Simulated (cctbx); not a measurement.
## Finding the light atoms

Cell a = 3.8980 Å, b = 3.8980 Å, c = 6.2200 Å, α = 90.00°, β = 90.00°, γ = 120.00°; space group P3m1 (no. 156); content Ru1 S2 Li2. The heavier atoms are placed; Li is still missing.

The data are simulated with cctbx, not measured: Mo Kα, λ = 0.71073 Å, to d = 0.7 Å, 80 % of the full sphere, strongest reflection 40000 counts, noise from counting, a 4 % proportional error and a noise floor of 2 counts (s.d.); no absorption.

Refinement without Li (map in e/Å³):

```text
Rint 0.028, 229 unique reflections to 0.71 A
cycle     R1     wR2    GooF  max shift (A)
   1  0.1303  0.2927  12.109   0.02923
   2  0.0312  0.0787   3.254   0.00001
final R1 0.0312 wR2 0.0787 GooF 3.254  parameters 6  data/parameter 38.2
atom        x        y        z      Ueq    occ   su(xyz)  su(Uiso or U11)
Ru1    0.33333  0.66667  0.61683   0.0069  1.000  0.00008  0.0003
S1     0.33333  0.66667  0.24690   0.0110  1.000  0.00049  0.0005
S2     0.00000  0.00000  0.74918   0.0132  1.000  0.00052  0.0005
difference map: max 4.19 min -1.14 rms 0.32
Q1    0.6667  0.3333  0.0303    1    4.19  2.62 A from S1
Q2    0.0000  0.0000  0.1962    1    3.96  2.27 A from S1
Q3    0.0000  0.0000  0.3405    1    3.88  2.32 A from S1
Q4    0.6667  0.3333  0.8933    1    3.47  2.42 A from S2
Q5    0.6667  0.3333  0.4968    1    2.24  2.37 A from Ru1
Q6    0.3333  0.6667  0.2009    1    1.54  0.29 A from S1
Q7    0.3333  0.6667  0.0245    1    1.51  1.38 A from S1
Q8    0.3333  0.6667  0.6268    1    1.27  0.06 A from Ru1
```

The data are simulated with cctbx, not measured: neutrons of λ = 0.95 Å, to d = 0.7 Å, 80 % of the full sphere, strongest reflection 5000 counts, noise from counting, a 4 % proportional error and a noise floor of 2 counts (s.d.); no absorption.

Refinement without Li (map in fm/Å³; only maxima are listed):

```text
Rint 0.032, 229 unique reflections to 0.71 A
cycle     R1     wR2    GooF  max shift (A)
   1  0.2097  0.4802  17.424   0.04594
   4  0.1917  0.4204  15.254   0.00023
final R1 0.1916 wR2 0.4204 GooF 15.254  parameters 6  data/parameter 38.2
atom        x        y        z      Ueq    occ   su(xyz)  su(Uiso or U11)
Ru1    0.33333  0.66667  0.62367   0.0097  1.000  0.00043  0.0015
S1     0.33333  0.66667  0.24356   0.0151  1.000  0.00195  0.0034
S2     0.00000  0.00000  0.75067   0.0092  1.000  0.00242  0.0023
difference map: max 8.96 min -7.73 rms 0.61
Q1    0.3333  0.6667  0.6139    1    8.98  0.06 A from Ru1
Q2    0.3333  0.6667  0.2691    1    2.61  0.16 A from S1
Q3    0.0000  0.0000  0.7654    1    2.32  0.09 A from S2
Q4    0.0000  0.0000  0.5854    1    2.12  1.03 A from S2
Q5    0.6667  0.3333  0.7594    1    1.42  2.25 A from S2
Q6    0.0613  0.1226  0.2758    3    1.39  1.85 A from S1
Q7    0.6667  0.3333  0.2483    1    1.35  2.25 A from S1
Q8    0.0000  0.0000  0.4451    1    1.30  1.90 A from S2
```

**Question.** Where is Li, and which data fix it better?

Li sits at (2/3, 1/3, 0.0329) and (0, 0, 0.3463). Adding it takes R1 from 0.031 to 0.010 with X-rays and from 0.192 to 0.012 with neutrons. Its largest coordinate s.u. is 0.00123 with X-rays and 0.00028 with neutrons, so neutrons fix it better in these data. In the X-ray map Q1 and Q3 mark it. No listed neutron peak is on it. Natural Li has a negative scattering length, so it shows as a hole in the neutron map (minimum -7.7), not among the maxima.

Final neutron refinement:

```text
Rint 0.032, 229 unique reflections to 0.71 A
cycle     R1     wR2    GooF  max shift (A)
   1  0.1202  0.2725   9.975   0.03295
   2  0.0121  0.0275   1.005   0.00001
final R1 0.0121 wR2 0.0275 GooF 1.005  parameters 10  data/parameter 22.9
atom        x        y        z      Ueq    occ   su(xyz)  su(Uiso or U11)
Ru1    0.33333  0.66667  0.62220   0.0073  1.000  0.00002  0.0001
S1     0.33333  0.66667  0.24999   0.0106  1.000  0.00015  0.0002
S2     0.00000  0.00000  0.75520   0.0104  1.000  0.00016  0.0002
Li1    0.66667  0.33333  0.03651   0.0144  1.000  0.00028  0.0003
Li2    0.00000  0.00000  0.34931   0.0108  1.000  0.00023  0.0003
difference map: max 0.22 min -0.12 rms 0.03
Q1    0.3333  0.6667  0.1154    1    0.22  0.84 A from S1
Q2    0.0000  0.0000  0.2725    1    0.21  0.48 A from Li2
Q3    0.6667  0.3333  0.9674    1    0.12  0.43 A from Li1
Q4    0.3333  0.6667  0.7723    1    0.11  0.93 A from Ru1
Q5    0.1575  0.0788  0.7489    3    0.10  0.53 A from S2
Q6    0.0000  0.0000  0.9141    1    0.10  0.99 A from S2
```

The model is made up (kin elements in a known structure type, no relaxation), so it says nothing on whether the phase exists.

[Middle refinement cycles are left out of these outputs.]

[Logs are printed without paths, hosts, clocks, repeated set-up lines and the standing remarks that a program may print on its own settings, such as how far it seeks lower states.]
